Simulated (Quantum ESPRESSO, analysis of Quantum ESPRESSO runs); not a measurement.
## Interstitial H in fcc Al, hop from a tetrahedral to the next octahedral site: migration barrier, PBE (Quantum ESPRESSO)

Aim: the migration barrier of interstitial H in fcc Al, hop from a tetrahedral to the next octahedral site, to be set beside the measurement. Set-up: PBE, JTH 2.0 PBE, 32-site cell, PBE lattice, k: 3x3x3. The model is a cell of 32 host atoms with 1 H put in. The barrier is the energy of the highest image of a climbing band over the relaxed site that the atom leaves. Other potentials or another program check that the number doesn't hang on one set of files.

Measured beforehand: Migration barrier: 0.452 eV, by diffusion measurements (T > 250 K); average of cited values (quoted in “Explainable Machine Learning for Hydrogen Diffusion in Metals and Random Binary Alloys”, 2023, G. M. Lu et al., quoting earlier work (1981)).

Main program and level: Quantum ESPRESSO 7.5; Quantum ESPRESSO plane-wave DFT, PBE, JTH 2.0 PBE potentials; relaxation of all atoms of a defect supercell.

### Step 1. Starting point

The cell holds 33 atoms: 32 Al and 1 H. Cell: a = 8.076 Å, b = 8.076 Å, c = 8.076 Å, α = 90.0°, β = 90.0°, γ = 90.0°. It derives from Al (space group Fm-3m). Nearest the centre at fractional (0.375, 0.375, 0.375): H33 at 0.00 Å, Al11 at 1.75 Å, Al29 at 1.75 Å, Al18 at 1.75 Å, Al8 at 1.75 Å, Al25 at 3.35 Å, Al15 at 3.35 Å, Al22 at 3.35 Å.

The host's primitive cell comes from a first run (Quantum ESPRESSO plane-wave DFT, PBE, JTH 2.0 PBE potentials; relaxation of cell and atoms of a defect-free cell): vectors of 2.855, 2.855 and 2.855 Å. That is 16.46 Å³ an atom, 0.9 % under the diffraction cell's volume. The supercell is built on it.

### Step 2. Relaxation, charge 0

A barrier counts from a true minimum, so both ends of the jump are relaxed first.

The input, pw.in:

```
&CONTROL
  calculation = 'relax'
  prefix = 'pwscf'
  outdir = './tmp'
  pseudo_dir = './pseudo'
  tprnfor = .true.
  disk_io = 'low'
  nstep = 70
  forc_conv_thr = 0.00078
  etot_conv_thr = 0.0001
/
&SYSTEM
  ibrav = 0
  nat = 33
  ntyp = 2
  ecutwfc = 40
  ecutrho = 240
  nbnd = 63
  occupations = 'smearing'
  smearing = 'mv'
  degauss = 0.00734986
/
&ELECTRONS
  conv_thr = 3d-08
  electron_maxstep = 100
  mixing_beta = 0.5
/
&IONS
  ion_dynamics = 'bfgs'
/
ATOMIC_SPECIES
Al    26.9815 Al.GGA_PBE-JTH.UPF
H      1.0080 H.GGA_PBE-JTH.UPF
CELL_PARAMETERS angstrom
   8.0759792175    0.0000000000    0.0000000000
   0.0000000000    8.0759792175    0.0000000000
   0.0000000000    0.0000000000    8.0759792175
ATOMIC_POSITIONS crystal
Al     0.0000000000    0.0000000000    0.0000000000
Al     0.0000000000    0.2500000000    0.2500000000
Al     0.2500000000    0.0000000000    0.2500000000
Al     0.2500000000    0.2500000000    0.0000000000
Al     0.0000000000    0.0000000000    0.5000000000
Al     0.0000000000    0.2500000000    0.7500000000
Al     0.2500000000    0.0000000000    0.7500000000
Al     0.2500000000    0.2500000000    0.5000000000
Al     0.0000000000    0.5000000000    0.0000000000
Al     0.0000000000    0.7500000000    0.2500000000
Al     0.2500000000    0.5000000000    0.2500000000
Al     0.2500000000    0.7500000000    0.0000000000
Al     0.0000000000    0.5000000000    0.5000000000
Al     0.0000000000    0.7500000000    0.7500000000
Al     0.2500000000    0.5000000000    0.7500000000
Al     0.2500000000    0.7500000000    0.5000000000
Al     0.5000000000    0.0000000000    0.0000000000
Al     0.5000000000    0.2500000000    0.2500000000
Al     0.7500000000    0.0000000000    0.2500000000
Al     0.7500000000    0.2500000000    0.0000000000
Al     0.5000000000    0.0000000000    0.5000000000
Al     0.5000000000    0.2500000000    0.7500000000
Al     0.7500000000    0.0000000000    0.7500000000
Al     0.7500000000    0.2500000000    0.5000000000
Al     0.5000000000    0.5000000000    0.0000000000
Al     0.5000000000    0.7500000000    0.2500000000
Al     0.7500000000    0.5000000000    0.2500000000
Al     0.7500000000    0.7500000000    0.0000000000
Al     0.5000000000    0.5000000000    0.5000000000
Al     0.5000000000    0.7500000000    0.7500000000
Al     0.7500000000    0.5000000000    0.7500000000
Al     0.7500000000    0.7500000000    0.5000000000
H      0.3750000000    0.3750000000    0.3750000000
K_POINTS automatic
3 3 3 0 0 0
```

The run is started by

```console
> OMP_NUM_THREADS=1 mpirun -n 4 pw.x -nk 4 -in pw.in > pw.out
```

What it wrote:

```text
This program is part of the open-source Quantum ESPRESSO suite
     for quantum simulation of materials; please cite
         "P. Giannozzi et al., J. Phys.:Condens. Matter 21 395502 (2009);
         "P. Giannozzi et al., J. Phys.:Condens. Matter 29 465901 (2017);
         "P. Giannozzi et al., J. Chem. Phys. 152 154105 (2020);
          URL
     in publications or presentations arising from this work. More details at

     file Al.GGA_PBE-JTH.UPF: wavefunction(s)  3S 0S 3P 0P renormalized
     file H.GGA_PBE-JTH.UPF: wavefunction(s)  1S 0S 0P renormalized
     Message from routine setup:
     using ibrav=0 with symmetry is DISCOURAGED, use correct ibrav instead

     K-points division:     npool     =       4
     Subspace diagonalization in iterative solution of the eigenvalue problem:
     a serial algorithm will be used

     G-vector sticks info
     --------------------
     sticks:   dense  smooth     PW     G-vecs:    dense   smooth      PW
     Sum        4445    2965    793               222943   121409   17071

     Using Slab Decomposition

     bravais-lattice index     =            0
     lattice parameter (alat)  =      15.2614  a.u.
     unit-cell volume          =    3554.5300 (a.u.)^3
     number of atoms/cell      =           33
     number of atomic types    =            2
     number of electrons       =        97.00
     number of Kohn-Sham states=           63
     kinetic-energy cutoff     =      40.0000  Ry
     charge density cutoff     =     240.0000  Ry
     scf convergence threshold =      3.0E-08
     mixing beta               =       0.5000
     number of iterations used =            8  plain     mixing
     energy convergence thresh.=      1.0E-04
     force convergence thresh. =      7.8E-04
     Exchange-correlation= SLA PW PBX PBC
                           (   1   4   3   4   0   0   0)
     nstep                     =           70

     celldm(1)=  15.261389  celldm(2)=   0.000000  celldm(3)=   0.000000
     celldm(4)=   0.000000  celldm(5)=   0.000000  celldm(6)=   0.000000

     crystal axes: (cart. coord. in units of alat)
               a(1) = (   1.000000   0.000000   0.000000 )
               a(2) = (   0.000000   1.000000   0.000000 )
               a(3) = (   0.000000   0.000000   1.000000 )

     reciprocal axes: (cart. coord. in units 2 pi/alat)
               b(1) = (  1.000000  0.000000  0.000000 )
               b(2) = (  0.000000  1.000000  0.000000 )
               b(3) = (  0.000000  0.000000  1.000000 )

     PseudoPot. # 1 for Al read from file:
     Al.GGA_PBE-JTH.UPF
     Pseudo is Projector augmented-wave + core cor, Zval =  3.0
     Generated using ATOMPAW code
     Shape of augmentation charge: SINC**2
     Using radial grid of  982 points,  4 beta functions with:
                l(1) =   0
                l(2) =   0
                l(3) =   1
                l(4) =   1
     Q(r) pseudized with 0 coefficients

     PseudoPot. # 2 for H  read from file:
     H.GGA_PBE-JTH.UPF
     Pseudo is Projector augmented-wave + core cor, Zval =  1.0
     Generated using ATOMPAW code
     Shape of augmentation charge: SINC**2
     Using radial grid of  777 points,  3 beta functions with:
                l(1) =   0
                l(2) =   0
                l(3) =   1
     Q(r) pseudized with 0 coefficients

     atomic species   valence    mass     pseudopotential
     Al                3.00    26.98150     Al( 1.00)
     H                 1.00     1.00800     H ( 1.00)

     24 Sym. Ops. (no inversion) found (18 have fractional translation)

   Cartesian axes

     site n.     atom                  positions (alat units)
         1        Al     tau(   1) = (   0.0000000   0.0000000   0.0000000  )
         2        Al     tau(   2) = (   0.0000000   0.2500000   0.2500000  )
         3        Al     tau(   3) = (   0.2500000   0.0000000   0.2500000  )
         4        Al     tau(   4) = (   0.2500000   0.2500000   0.0000000  )
         5        Al     tau(   5) = (   0.0000000   0.0000000   0.5000000  )
         6        Al     tau(   6) = (   0.0000000   0.2500000   0.7500000  )
         7        Al     tau(   7) = (   0.2500000   0.0000000   0.7500000  )
         8        Al     tau(   8) = (   0.2500000   0.2500000   0.5000000  )
         9        Al     tau(   9) = (   0.0000000   0.5000000   0.0000000  )
        10        Al     tau(  10) = (   0.0000000   0.7500000   0.2500000  )
        11        Al     tau(  11) = (   0.2500000   0.5000000   0.2500000  )
        12        Al     tau(  12) = (   0.2500000   0.7500000   0.0000000  )
        13        Al     tau(  13) = (   0.0000000   0.5000000   0.5000000  )
        14        Al     tau(  14) = (   0.0000000   0.7500000   0.7500000  )
        15        Al     tau(  15) = (   0.2500000   0.5000000   0.7500000  )
        16        Al     tau(  16) = (   0.2500000   0.7500000   0.5000000  )
[...]
25        Al     tau(  25) = (   0.5000000   0.5000000   0.0000000  )
        26        Al     tau(  26) = (   0.5000000   0.7500000   0.2500000  )
        27        Al     tau(  27) = (   0.7500000   0.5000000   0.2500000  )
        28        Al     tau(  28) = (   0.7500000   0.7500000   0.0000000  )
        29        Al     tau(  29) = (   0.5000000   0.5000000   0.5000000  )
        30        Al     tau(  30) = (   0.5000000   0.7500000   0.7500000  )
        31        Al     tau(  31) = (   0.7500000   0.5000000   0.7500000  )
        32        Al     tau(  32) = (   0.7500000   0.7500000   0.5000000  )
        33        H      tau(  33) = (   0.3750000   0.3750000   0.3750000  )

     number of k points=     4  Marzari-Vanderbilt smearing, width (Ry)=  0.0073
                       cart. coord. in units 2pi/alat
        k(    1) = (   0.0000000   0.0000000   0.0000000), wk =   0.0740741
        k(    2) = (   0.0000000   0.0000000   0.3333333), wk =   0.4444444
        k(    3) = (   0.0000000   0.3333333   0.3333333), wk =   0.8888889
        k(    4) = (   0.3333333   0.3333333   0.3333333), wk =   0.5925926

     Dense  grid:   222943 G-vectors     FFT dimensions: (  80,  80,  80)

     Smooth grid:   121409 G-vectors     FFT dimensions: (  64,  64,  64)

     Initial potential from superposition of free atoms

     starting charge      96.9267, renormalised to      97.0000

     negative rho (up, down):  2.145E-02 0.000E+00
     Starting wfcs are  261 randomized atomic wfcs
     Checking if some PAW data can be deallocated...

     Self-consistent Calculation

     iteration #  1     ecut=    40.00 Ry     beta= 0.50
     Davidson diagonalization with overlap
[...]
k = 0.0000 0.3333 0.3333 ( 15166 PWs)   bands (ev):

[...]
9.0730   9.1213   9.5360   9.6470   9.6853   9.6898  10.6196

          k = 0.3333 0.3333 0.3333 ( 15177 PWs)   bands (ev):

[...]
9.4844   9.6825   9.7919   9.7919   9.9728  10.0303  10.0303

     the Fermi energy is     7.8106 ev

!    total energy              =   -1265.26453669 Ry
     total all-electron energy =     -1265.264537 Ry
     estimated scf accuracy    <          2.1E-10 Ry
     smearing contrib. (-TS)   =       0.00290143 Ry
     internal energy E=F+TS    =   -1265.26743812 Ry

     The total energy is F=E-TS. E is the sum of the following terms:
     one-electron contribution =     101.76709982 Ry
     hartree contribution      =       0.55428515 Ry
     xc contribution           =     -68.16624223 Ry
     ewald contribution        =    -174.21277279 Ry
     one-center paw contrib.   =   -1125.20980807 Ry

     convergence has been achieved in   7 iterations

     negative rho (up, down):  2.187E-02 0.000E+00

     Forces acting on atoms (cartesian axes, Ry/au):

[...]
Total force =     0.003693     Total SCF correction =     0.000012
     Energy error            =      7.6E-05 Ry
     Gradient error          =      8.1E-04 Ry/Bohr

     number of scf cycles    =   8
     number of bfgs steps    =   7

     energy             old  =   -1265.2644604215 Ry
     energy             new  =   -1265.2645366909 Ry

     CASE: energy            _new < energy            _old

     new trust radius        =       0.0047358004 bohr
     new conv_thr            =       0.0000000003 Ry

ATOMIC_POSITIONS (crystal)
[...]
NEW-OLD atomic charge density approx. for the potential

     negative rho (up, down):  2.189E-02 0.000E+00

     Self-consistent Calculation

     iteration #  1     ecut=    40.00 Ry     beta= 0.50
     Davidson diagonalization with overlap
     ethr =  1.00E-06,  avg # of iterations =  2.0

     Threshold (ethr) on eigenvalues was too large:
     Diagonalizing with lowered threshold

     Davidson diagonalization with overlap
     ethr =  4.26E-09,  avg # of iterations =  4.0

     negative rho (up, down):  2.189E-02 0.000E+00

     total energy              =   -1265.26455744 Ry
     estimated scf accuracy    <       0.00000856 Ry

     iteration #  2     ecut=    40.00 Ry     beta= 0.50
     Davidson diagonalization with overlap
     ethr =  8.83E-09,  avg # of iterations =  2.2

     negative rho (up, down):  2.189E-02 0.000E+00

     total energy              =   -1265.26455932 Ry
     estimated scf accuracy    <       0.00000640 Ry

     iteration #  3     ecut=    40.00 Ry     beta= 0.50
     Davidson diagonalization with overlap
     ethr =  6.60E-09,  avg # of iterations =  2.0

     negative rho (up, down):  2.189E-02 0.000E+00

     total energy              =   -1265.26456042 Ry
     estimated scf accuracy    <       0.00000038 Ry

     iteration #  4     ecut=    40.00 Ry     beta= 0.50
     Davidson diagonalization with overlap
     ethr =  3.96E-10,  avg # of iterations =  2.5

     negative rho (up, down):  2.189E-02 0.000E+00

     total energy              =   -1265.26456046 Ry
     estimated scf accuracy    <       0.00000051 Ry

     iteration #  5     ecut=    40.00 Ry     beta= 0.50
     Davidson diagonalization with overlap
     ethr =  3.96E-10,  avg # of iterations =  2.2

     negative rho (up, down):  2.189E-02 0.000E+00

     total energy              =   -1265.26456053 Ry
     estimated scf accuracy    <       0.00000001 Ry

     iteration #  6     ecut=    40.00 Ry     beta= 0.50
     Davidson diagonalization with overlap
     ethr =  1.47E-11,  avg # of iterations =  2.5

     negative rho (up, down):  2.189E-02 0.000E+00

     total energy              =   -1265.26456053 Ry
     estimated scf accuracy    <          1.7E-09 Ry

     iteration #  7     ecut=    40.00 Ry     beta= 0.50
     Davidson diagonalization with overlap
     ethr =  1.75E-12,  avg # of iterations =  2.0

     negative rho (up, down):  2.189E-02 0.000E+00

     End of self-consistent calculation

          k = 0.0000 0.0000 0.0000 ( 15203 PWs)   bands (ev):

[...]
9.0969   9.0969   9.1565   9.1565   9.1565   9.2158   9.2158

          k = 0.0000 0.0000 0.3333 ( 15171 PWs)   bands (ev):

[...]
8.8111   8.8395   8.8627   9.5068   9.5315   9.5315   9.5891

          k = 0.0000 0.3333 0.3333 ( 15166 PWs)   bands (ev):

[...]
8.3483   8.4768   8.8492   8.9047   8.9072   8.9266   8.9514   8.9615
     9.0737   9.1210   9.5358   9.6486   9.6843   9.6897  10.6194

          k = 0.3333 0.3333 0.3333 ( 15177 PWs)   bands (ev):

    -2.6129  -2.0223  -1.6862  -1.6862  -1.1542  -0.9384  -0.9384  -0.2795
     0.7688   1.2741   1.2741   1.6056   1.9775   1.9775   2.0299   2.0299
     2.0299   2.5173   2.7515   2.7515   3.2046   3.4559   3.4559   3.8191
     4.1247   4.1247   4.1788   4.1788   4.1798   4.6311   4.7541   4.7541
     4.9304   5.0289   5.0289   5.4835   5.6428   5.6428   6.6464   6.9801
     6.9801   7.0165   7.0390   7.0390   7.5092   7.6948   7.6948   7.7302
     7.7490   7.7490   8.4138   8.8208   9.0065   9.0065   9.3209   9.4845
     9.4845   9.6814   9.7930   9.7930   9.9712  10.0307  10.0307

     the Fermi energy is     7.8107 ev

!    total energy              =   -1265.26456053 Ry
     total all-electron energy =     -1265.264561 Ry
     estimated scf accuracy    <          6.6E-11 Ry
     smearing contrib. (-TS)   =       0.00287166 Ry
     internal energy E=F+TS    =   -1265.26743219 Ry

     The total energy is F=E-TS. E is the sum of the following terms:
     one-electron contribution =     101.76025131 Ry
     hartree contribution      =       0.55727521 Ry
     xc contribution           =     -68.16643764 Ry
     ewald contribution        =    -174.20900225 Ry
     one-center paw contrib.   =   -1125.20951882 Ry

     convergence has been achieved in   7 iterations

     negative rho (up, down):  2.189E-02 0.000E+00

     Forces acting on atoms (cartesian axes, Ry/au):

[...]
atom   26 type  1   force =    -0.00013158   -0.00015850    0.00013158
     atom   27 type  1   force =    -0.00015850   -0.00013158    0.00013158
     atom   28 type  1   force =    -0.00017950   -0.00017950    0.00017950
     atom   29 type  1   force =     0.00000088    0.00000088    0.00000088
     atom   30 type  1   force =     0.00067622   -0.00017142   -0.00017142
     atom   31 type  1   force =    -0.00017142    0.00067622   -0.00017142
     atom   32 type  1   force =    -0.00017142   -0.00017142    0.00067622
     atom   33 type  2   force =     0.00000000    0.00000000    0.00000000

     Total force =     0.002701     Total SCF correction =     0.000008
     Energy error            =      2.4E-05 Ry
     Gradient error          =      6.8E-04 Ry/Bohr

     bfgs converged in   9 scf cycles and   8 bfgs steps
     (criteria: energy <  1.0E-04 Ry, force <  7.8E-04 Ry/Bohr)

     End of BFGS Geometry Optimization

     Final energy             =   -1265.2645605274 Ry

     File ./tmp/pwscf.bfgs deleted, as requested
Begin final coordinates

ATOMIC_POSITIONS (crystal)
[...]
Al               0.4996862619        0.7492219771        0.2503137381
Al               0.7492219771        0.4996862619        0.2503137381
Al               0.7496980888        0.7496980888        0.0003019112
Al               0.5090744776        0.5090744776        0.5090744776
Al               0.5002274891        0.7521427398        0.7521427398
Al               0.7521427398        0.5002274891        0.7521427398
Al               0.7521427398        0.7521427398        0.5002274891
H                0.3750000000        0.3750000000        0.3750000000
End final coordinates

=------------------------------------------------------------------------------=
   JOB DONE.
=------------------------------------------------------------------------------=
```

Run time: 3.2 min. Hardware: 4 MPI ranks of Intel Xeon Platinum 8488C (Sapphire Rapids), shared host; peak memory 1.2 GiB.

Relaxation path:

```
step  energy less that of the first step (eV)
   0                                   0.0000
   1                                  -0.1197
   2                                  -0.2129
   3                                  -0.2870
   4                                  -0.3000
   5                                  -0.3033
   6                                  -0.3068
   7                                  -0.3079
   8                                  -0.3082
```

The atoms that moved most (Å):

```
atom      dx      dy      dz  length
 Al8  -0.073  -0.073   0.073   0.127
Al11  -0.073   0.073  -0.073   0.127
Al29   0.073   0.073   0.073   0.127
Al18   0.073  -0.073  -0.073   0.127
Al30   0.002   0.017   0.017   0.025
Al32   0.017   0.017   0.002   0.025
Al31   0.017   0.002   0.017   0.025
 Al7  -0.002  -0.017   0.017   0.025
```

The relaxed structure:

```xyz
33
Lattice="8.0760 0.0000 0.0000 0.0000 8.0760 0.0000 0.0000 0.0000 8.0760" Properties=species:S:1:pos:R:3 pbc="T T T"
Al    0.0024    0.0024    0.0024
Al    0.0063    2.0215    2.0215
Al    2.0215    0.0063    2.0215
Al    2.0215    2.0215    0.0063
Al   -0.0173   -0.0173    4.0398
Al   -0.0173    2.0172    6.0743
Al    2.0172   -0.0173    6.0743
Al    1.9457    1.9457    4.1113
Al   -0.0173    4.0398   -0.0173
Al   -0.0173    6.0743    2.0172
Al    1.9457    4.1113    1.9457
Al    2.0172    6.0743   -0.0173
Al    0.0063    4.0355    4.0355
Al    0.0024    6.0545    6.0545
Al    2.0215    4.0355    6.0507
Al    2.0215    6.0507    4.0355
Al    4.0398   -0.0173   -0.0173
Al    4.1113    1.9457    1.9457
Al    6.0743   -0.0173    2.0172
Al    6.0743    2.0172   -0.0173
Al    4.0355    0.0063    4.0355
Al    4.0355    2.0215    6.0507
Al    6.0545    0.0024    6.0545
Al    6.0507    2.0215    4.0355
Al    4.0355    4.0355    0.0063
Al    4.0355    6.0507    2.0215
Al    6.0507    4.0355    2.0215
Al    6.0545    6.0545    0.0024
Al    4.1113    4.1113    4.1113
Al    4.0398    6.0743    6.0743
Al    6.0743    4.0398    6.0743
Al    6.0743    6.0743    4.0398
H     3.0285    3.0285    3.0285
```

Neighbours of H33 at the end:

```
atom  distance (Å)
 Al8         1.875
Al29         1.875
Al11         1.875
Al18         1.875
Al24         3.341
Al16         3.341
Al26         3.341
Al27         3.341
Al22         3.341
Al25         3.341
Al21         3.341
Al15         3.341
Al13         3.341
 Al4         3.341
 Al2         3.341
 Al3         3.341
```

From the first step to the last the energy fell by 0.308 eV, and the largest move was 0.13 Å (Al8 and 3 other atoms alike).

(Continued in part 2 of 3.)

[Logs are printed without paths, hosts, clocks, repeated set-up lines and the standing remarks that a program may print on its own settings, such as how far it seeks lower states.]

[Hosts, paths, dates, database ids (printed as entryN), source tags and the programs' standing remarks are cut or masked in the printed files.]

[For some hosts the program warned that the k-mesh of the response run may be too coarse for force constants and the static dielectric constant; such warnings are not shown here.]
